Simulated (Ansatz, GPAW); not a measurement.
# Work function of a 7-layer slab of K(100) at several levels, part 2 of 3

Wanted: work functions and dipole of a 7-layer slab of K(100), with the cost of each level.

GPAW 26.7.0 and Ansatz 0.2.0; Ansatz plane waves; slab in vacuum with a dipole correction, relaxation (the session's first sound run).

So far, upper work function (eV): step 2 (relaxing the atoms) 2.26.

## Step 3: Plane waves, PBE

The work function is the vacuum plateau of the electrostatic potential less the Fermi level; a dipole layer lets the two faces have plateaus of their own.

This step: GPAW, PAW setups; slab in vacuum (GPAW 26.7.0).

File run.py:

```python
import json
import numpy as np
from ase import Atoms
from gpaw import GPAW, PW

slab = Atoms(
    ['K', 'K', 'K', 'K', 'K', 'K', 'K'],
    positions=[
        [0.00000, 0.00000, 9.00000],
        [2.61500, 2.61500, 11.61500],
        [0.00000, 0.00000, 14.23000],
        [2.61500, 2.61500, 16.93727],
        [0.00000, 0.00000, 19.63682],
        [2.61500, 2.61500, 22.28936],
        [0.00000, 0.00000, 25.03376]],
    cell=[[5.23, 0.0, 0.0], [0.0, 5.23, 0.0], [0.0, 0.0, 33.69]],
    pbc=[True, True, False])

slab.calc = GPAW(mode=PW(400), xc='PBE', kpts={'size': (6, 6, 1), 'gamma': True},
                 occupations={'name': 'fermi-dirac', 'width': 0.1}, nbands='140%',
                 convergence={'density': 1e-05}, maxiter=200,
                 poissonsolver={'dipolelayer': 'xy'},
                 symmetry={'tolerance': 1e-3}, txt='slab.txt')
result = {}
energy = slab.get_potential_energy()
fermi = slab.calc.get_fermi_level()
v = slab.calc.get_electrostatic_potential().mean((0, 1)) - fermi
n = slab.calc.get_pseudo_density().mean((0, 1))
L = slab.cell[2, 2]
z = np.arange(len(v)) * L / len(v)
low, high = slab.positions[:, 2].min(), slab.positions[:, 2].max()
below, above = np.interp([low - 6.8, high + 6.8], z, v)
slopes = [np.interp(x, z, np.gradient(v, z)) for x in (low - 6.8, high + 6.8)]
eps = np.array([[slab.calc.get_eigenvalues(k, s) for k in range(len(slab.calc.get_ibz_k_points()))]
                for s in range(slab.calc.get_number_of_spins())]) - fermi
top, bottom = eps[eps < 0].max(), eps[eps > 0].min()
dipole = slab.get_dipole_moment()[2]
print(f'energy {energy:.4f} eV, Fermi level {fermi:.4f} eV, dipole {dipole:.5f} e A')
print(f'potential 6.8 A off the faces, from the Fermi level: lower {below:.4f} eV, upper {above:.4f} eV')
print(f'slope of the potential there: lower {slopes[0]:.5f}, upper {slopes[1]:.5f} eV/A')
print(f'nearest levels on the mesh: {top:.4f} and {bottom:.4f} eV')
print('magnetic moment', round(slab.get_magnetic_moment(), 3))
result.update(energy=energy, fermi=fermi, dipole=dipole, below=below, above=above, slopes=slopes, edges=[top, bottom],
              z=z.tolist(), v=v.tolist(), n=n.tolist(), positions=slab.positions.tolist(),
              forces=slab.get_forces(apply_constraint=False).tolist(), moments=slab.get_magnetic_moments().tolist())
json.dump(result, open('result.json', 'w'))
```

The run is started by

```console
> OMP_NUM_THREADS=1 OPENBLAS_NUM_THREADS=1 python run.py
```

The log of the run:

```text
energy -7.8151 eV, Fermi level -0.3948 eV, dipole 0.00071 e A
potential 6.8 A off the faces, from the Fermi level: lower 2.2678 eV, upper 2.2630 eV
slope of the potential there: lower -0.00031, upper 0.00030 eV/A
nearest levels on the mesh: -0.0105 and 0.0033 eV
magnetic moment 0.0
```

Run time: 2.4 min. Hardware: 1 thread of AMD EPYC 9R14 (Zen 4), shared host; peak memory 0.48 GiB.

This step gave:

```yaml
dipole_along_the_normal: 7.10e-4 e·Å
levels_nearest_the_fermi_level_on_the_mesh: -0.01047, 0.003313 eV from the Fermi level
upper_work_function: 2.263 eV
lower_work_function: 2.268 eV
```

The electrostatic potential energy of an electron (without an applied field's), less the Fermi level, planar mean oscillates, so the rows of the table below give means over windows of 2.63 Å about each position, cut where the curve ends. Its maxima inside the range that stand out by 2 % of the span (Å: eV): 10.3: 0.924, 12.9: 0.913, 15.6: 1.04, 18.3: 1.03, 21.1: 0.941, 23.7: 1.10. Its minima: 8.9: -4.75, 11.6: -4.61, 14.2: -4.62, 17.0: -4.67, 19.7: -4.57, 22.3: -4.61, 25.1: -4.79.

Electrostatic potential energy of an electron (without an applied field's), less the Fermi level, planar mean against z; means over each step:

z (Å), electrostatic potential energy of an electron (without an applied field's), less the Fermi level, planar mean (eV) and a bar from the least value:
```
     1.31       2.27 ##############################
     3.94       2.26 ##############################
     6.57       1.95 ###########################
     9.21      -1.15 
    11.83      -1.08 #
    14.46      -1.03 #
    17.09      -1.07 #
    19.73      -1.05 #
    22.36      -1.03 #
    24.98      -1.10 
    27.61       2.00 ############################
    30.25       2.26 ##############################
    32.88       2.26 ##############################
```

The pseudo valence density, planar mean oscillates, so the rows of the table below give means over windows of 2.74 Å about each position, cut where the curve ends. Its maxima inside the range that stand out by 2 % of the span (Å: e/Å³): 9.1: 0.286, 11.6: 0.290, 14.3: 0.283, 16.8: 0.282, 19.6: 0.288, 22.3: 0.290, 25.1: 0.288. Its minima: 10.3: 0.0255, 12.8: 0.0250, 15.6: 0.0224, 18.3: 0.0226, 21.1: 0.0242, 23.6: 0.0230.

Table of pseudo valence density, planar mean by z; means over each step:

| z (Å) | pseudo valence density, planar mean (e/Å³) |
| --- | --- |
| 1.37 | 1.5e-6 |
| 4.11 | 1.1e-4 |
| 6.85 | 0.00837 |
| 9.59 | 0.123 |
| 12.33 | 0.125 |
| 15.07 | 0.122 |
| 17.81 | 0.122 |
| 20.55 | 0.126 |
| 23.29 | 0.120 |
| 26.03 | 0.0928 |
| 28.77 | 6.1e-4 |
| 31.51 | 9.8e-6 |

The potential is flat to 3.1e-4 eV/Å where it is read, so the vacuum is wide enough. The geometry is the other program's minimum; here the largest force on a free atom is 0.0033 eV/Å.

## Step 4: OptPBE vdW: xc = "optPBE-vdW"

The same geometry under optPBE-vdW, to see how far the functional moves the levels against the vacuum (the van der Waals functionals take revPBE setups).

Edit run.py of step 3 so:

```diff
@@ -18,3 +18,3 @@
 
-slab.calc = GPAW(mode=PW(400), xc='PBE', kpts={'size': (6, 6, 1), 'gamma': True},
+slab.calc = GPAW(mode=PW(400), xc='optPBE-vdW', kpts={'size': (6, 6, 1), 'gamma': True},
                  occupations={'name': 'fermi-dirac', 'width': 0.1}, nbands='140%',
```

The log of the run:

```text
energy -51.8608 eV, Fermi level -0.4816 eV, dipole 0.00088 e A
potential 6.8 A off the faces, from the Fermi level: lower 2.4272 eV, upper 2.4214 eV
slope of the potential there: lower -0.00116, upper 0.00105 eV/A
nearest levels on the mesh: -0.0058 and 0.0040 eV
magnetic moment 0.0
```

Run time: 3.4 min. Hardware: 1 thread; peak memory 0.96 GiB.

Numbers from this step:

```yaml
dipole_along_the_normal: 8.77e-4 e·Å
levels_nearest_the_fermi_level_on_the_mesh: -0.005824, 0.003950 eV from the Fermi level
upper_work_function: 2.421 eV
lower_work_function: 2.427 eV
```

The electrostatic potential energy of an electron (without an applied field's), less the Fermi level, planar mean oscillates, so the rows of the table below give means over windows of 2.63 Å about each position, cut where the curve ends. Its maxima inside the range that stand out by 2 % of the span (Å: eV): 10.3: 0.954, 12.9: 0.952, 15.6: 1.09, 18.3: 1.08, 21.1: 0.980, 23.7: 1.13. Its minima: 8.9: -4.71, 11.6: -4.58, 14.2: -4.57, 17.0: -4.62, 19.7: -4.51, 22.3: -4.57, 25.1: -4.74.

Table of electrostatic potential energy of an electron (without an applied field's), less the Fermi level, planar mean by z; means over each step:

| z (Å) | electrostatic potential energy of an electron (without an applied field's), less the Fermi level, planar mean (eV) |
| --- | --- |
| 1.31 | 2.43 |
| 3.94 | 2.42 |
| 6.57 | 2.06 |
| 9.21 | -1.11 |
| 11.83 | -1.05 |
| 14.46 | -0.985 |
| 17.09 | -1.02 |
| 19.73 | -1.00 |
| 22.36 | -1.00 |
| 24.98 | -1.06 |
| 27.61 | 2.12 |
| 30.25 | 2.41 |
| 32.88 | 2.42 |

The pseudo valence density, planar mean oscillates, so the rows of the table below give means over windows of 2.74 Å about each position, cut where the curve ends. Its maxima inside the range that stand out by 2 % of the span (Å: e/Å³): 9.1: 0.286, 11.6: 0.290, 14.3: 0.283, 16.8: 0.282, 19.6: 0.288, 22.3: 0.290, 25.1: 0.288. Its minima: 10.3: 0.0256, 12.8: 0.0251, 15.6: 0.0224, 18.3: 0.0226, 21.1: 0.0243, 23.6: 0.0230.

Table of pseudo valence density, planar mean by z; means over each step:

| z (Å) | pseudo valence density, planar mean (e/Å³) |
| --- | --- |
| 1.37 | 4.6e-6 |
| 4.11 | 1.5e-4 |
| 6.85 | 0.00838 |
| 9.59 | 0.123 |
| 12.33 | 0.125 |
| 15.07 | 0.122 |
| 17.81 | 0.122 |
| 20.55 | 0.126 |
| 23.29 | 0.120 |
| 26.03 | 0.0927 |
| 28.77 | 6.6e-4 |
| 31.51 | 2.0e-5 |

The upper face's work function is 2.421 eV, against 2.263 eV in the first plane-wave PBE run at this geometry.

## Step 5: Self-consistent run: xc = "LDA"

The same geometry under LDA, to see how far the functional moves the levels against the vacuum.

Edit run.py of step 4 so:

```diff
@@ -18,3 +18,3 @@
 
-slab.calc = GPAW(mode=PW(400), xc='optPBE-vdW', kpts={'size': (6, 6, 1), 'gamma': True},
+slab.calc = GPAW(mode=PW(400), xc='LDA', kpts={'size': (6, 6, 1), 'gamma': True},
                  occupations={'name': 'fermi-dirac', 'width': 0.1}, nbands='140%',
```

The log of the run:

```text
energy -8.6290 eV, Fermi level -0.5538 eV, dipole 0.00051 e A
potential 6.8 A off the faces, from the Fermi level: lower 2.3861 eV, upper 2.3826 eV
slope of the potential there: lower -0.00025, upper 0.00023 eV/A
nearest levels on the mesh: -0.0053 and 0.0020 eV
magnetic moment 0.0
```

Wall time 2.3 min (1 thread); peak memory 0.48 GiB.

Numbers from this step:

| Property | Result |
| --- | --- |
| dipole along the normal | 5.14e-4 e·Å |
| levels nearest the Fermi level on the mesh | -0.005329, 0.001977 eV from the Fermi level |
| upper work function | 2.383 eV |
| lower work function | 2.386 eV |

The electrostatic potential energy of an electron (without an applied field's), less the Fermi level, planar mean oscillates, so the rows of the table below give means over windows of 2.63 Å about each position, cut where the curve ends. Its maxima inside the range that stand out by 2 % of the span (Å: eV): 10.3: 1.14, 12.9: 1.13, 15.6: 1.26, 18.3: 1.24, 21.1: 1.15, 23.7: 1.31. Its minima: 8.9: -4.59, 11.6: -4.43, 14.2: -4.44, 17.0: -4.49, 19.7: -4.39, 22.3: -4.43, 25.1: -4.63.

Electrostatic potential energy of an electron (without an applied field's), less the Fermi level, planar mean against z; means over each step:

| z (Å) | electrostatic potential energy of an electron (without an applied field's), less the Fermi level, planar mean (eV) |
| --- | --- |
| 1.31 | 2.39 |
| 3.94 | 2.38 |
| 6.57 | 2.08 |
| 9.21 | -0.972 |
| 11.83 | -0.886 |
| 14.46 | -0.838 |
| 17.09 | -0.873 |
| 19.73 | -0.854 |
| 22.36 | -0.838 |
| 24.98 | -0.934 |
| 27.61 | 2.13 |
| 30.25 | 2.38 |
| 32.88 | 2.38 |

The upper face's work function is 2.383 eV, against 2.263 eV in the first plane-wave PBE run at this geometry.

## Step 6: Self-consistent run: xc = "vdW-DF2"

The same geometry under vdW-DF2, to see how far the functional moves the levels against the vacuum (the van der Waals functionals take revPBE setups).

Edit run.py of step 5 so:

```diff
@@ -18,3 +18,3 @@
 
-slab.calc = GPAW(mode=PW(400), xc='LDA', kpts={'size': (6, 6, 1), 'gamma': True},
+slab.calc = GPAW(mode=PW(400), xc='vdW-DF2', kpts={'size': (6, 6, 1), 'gamma': True},
                  occupations={'name': 'fermi-dirac', 'width': 0.1}, nbands='140%',
```

The log of the run:

```text
energy -244.9328 eV, Fermi level -0.5953 eV, dipole -0.00012 e A
potential 6.8 A off the faces, from the Fermi level: lower 2.5768 eV, upper 2.5775 eV
slope of the potential there: lower -0.00049, upper 0.00048 eV/A
nearest levels on the mesh: -0.0069 and 0.0039 eV
magnetic moment 0.0
```

Run time: 4.6 min. Hardware: 1 thread; peak memory 0.96 GiB.

This step gave:

| Property | Result |
| --- | --- |
| dipole along the normal | -1.15e-4 e·Å |
| levels nearest the Fermi level on the mesh | -0.006939, 0.003921 eV from the Fermi level |
| upper work function | 2.577 eV |
| lower work function | 2.577 eV |

The upper face's work function is 2.577 eV, against 2.263 eV in the first plane-wave PBE run at this geometry.

## Step 7: Real-space grid: mode = "fd"

A real-space grid is a second complete basis, so it checks the plane-wave result.

Edit run.py of step 6 so:

```diff
@@ -3,3 +3,3 @@
 from ase import Atoms
-from gpaw import GPAW, PW
+from gpaw import GPAW
 
@@ -18,3 +18,3 @@
 
-slab.calc = GPAW(mode=PW(400), xc='vdW-DF2', kpts={'size': (6, 6, 1), 'gamma': True},
+slab.calc = GPAW(mode='fd', h=0.18, xc='PBE', kpts={'size': (6, 6, 1), 'gamma': True},
                  occupations={'name': 'fermi-dirac', 'width': 0.1}, nbands='140%',
```

The log of the run:

```text
energy -8.1726 eV, Fermi level -2.2628 eV, dipole 0.00072 e A
potential 6.8 A off the faces, from the Fermi level: lower 2.2651 eV, upper 2.2604 eV
slope of the potential there: lower -0.00023, upper 0.00021 eV/A
nearest levels on the mesh: -0.0105 and 0.0033 eV
magnetic moment 0.0
```

Wall time 16 min (1 thread); peak memory 2.1 GiB.

Numbers from this step:

| Item | Value |
| --- | --- |
| dipole along the normal | 7.16e-4 e·Å |
| levels nearest the Fermi level on the mesh | -0.01051, 0.003262 eV from the Fermi level |
| upper work function | 2.260 eV |
| lower work function | 2.265 eV |

The electrostatic potential energy of an electron (without an applied field's), less the Fermi level, planar mean oscillates, so the rows of the table below give means over windows of 2.69 Å about each position, cut where the curve ends. Its maxima inside the range that stand out by 2 % of the span (Å: eV): 10.3: 0.924, 12.9: 0.915, 15.6: 1.04, 18.3: 1.03, 20.9: 0.948, 23.6: 1.09. Its minima: 9.0: -4.77, 11.6: -4.61, 14.2: -4.62, 16.9: -4.67, 19.6: -4.62, 22.2: -4.53, 25.1: -4.73.

Electrostatic potential energy of an electron (without an applied field's), less the Fermi level, planar mean against z; means over each step:

| z (Å) | electrostatic potential energy of an electron (without an applied field's), less the Fermi level, planar mean (eV) |
| --- | --- |
| 1.34 | 2.27 |
| 4.04 | 2.26 |
| 6.73 | 1.86 |
| 9.42 | -1.12 |
| 12.11 | -1.06 |
| 14.80 | -0.987 |
| 17.48 | -1.01 |
| 20.18 | -1.02 |
| 22.87 | -0.955 |
| 25.56 | -0.885 |
| 28.25 | 2.15 |
| 30.94 | 2.26 |

The upper face's work function is 2.260 eV, against 2.263 eV in the first plane-wave PBE run at this geometry.

## Step 8: Atomic orbitals: mode = "lcao"

Atom-centred orbitals end a few angstrom from the surface, which tests how much the density's tail matters.

Edit run.py of step 7 so:

```diff
@@ -18,4 +18,4 @@
 
-slab.calc = GPAW(mode='fd', h=0.18, xc='PBE', kpts={'size': (6, 6, 1), 'gamma': True},
-                 occupations={'name': 'fermi-dirac', 'width': 0.1}, nbands='140%',
+slab.calc = GPAW(mode='lcao', basis='dzp', h=0.18, xc='PBE', kpts={'size': (6, 6, 1), 'gamma': True},
+                 occupations={'name': 'fermi-dirac', 'width': 0.1}, nbands='120%',
                  convergence={'density': 1e-05}, maxiter=200,
```

The log of the run:

```text
energy -5.9788 eV, Fermi level -2.2583 eV, dipole 0.00041 e A
potential 6.8 A off the faces, from the Fermi level: lower 2.2596 eV, upper 2.2569 eV
slope of the potential there: lower -0.00000, upper 0.00000 eV/A
nearest levels on the mesh: -0.0006 and 0.0035 eV
magnetic moment 0.0
```

Elapsed: 13 min, on 1 thread; peak memory 0.8 GiB.

Numbers from this step:

* dipole along the normal: 4.06e-4 e·Å
* levels nearest the Fermi level on the mesh: -5.84e-4, 0.003521 eV from the Fermi level
* upper work function: 2.257 eV
* lower work function: 2.260 eV

The upper face's work function is 2.257 eV, against 2.263 eV in the first plane-wave PBE run at this geometry.

## Step 9: The ladder

Times are for 1 thread of AMD EPYC 9R14 (Zen 4), shared host. The series side by side:

| no. | run | upper work function (eV) | lower work function (eV) | time | memory (GiB) |
| --- | --- | --- | --- | --- | --- |
| 1 | pw | 2.263 | 2.268 | 2.4 min | 0.48 |
| 2 | optPBE vdW | 2.421 | 2.427 | 3.4 min | 0.96 |
| 3 | LDA | 2.383 | 2.386 | 2.3 min | 0.48 |
| 4 | vdW DF2 | 2.577 | 2.577 | 4.6 min | 0.96 |
| 5 | fd | 2.260 | 2.265 | 16 min | 2.1 |
| 6 | lcao | 2.257 | 2.260 | 13 min | 0.8 |

(Continued in part 3 of 3.)

[Logs are printed without paths, hosts, clocks, repeated set-up lines and the standing remarks that a program may print on its own settings, such as how far it seeks lower states.]

[Hosts, paths, dates, database ids (printed as entryN), source tags and the programs' standing remarks are cut or masked in the printed files.]
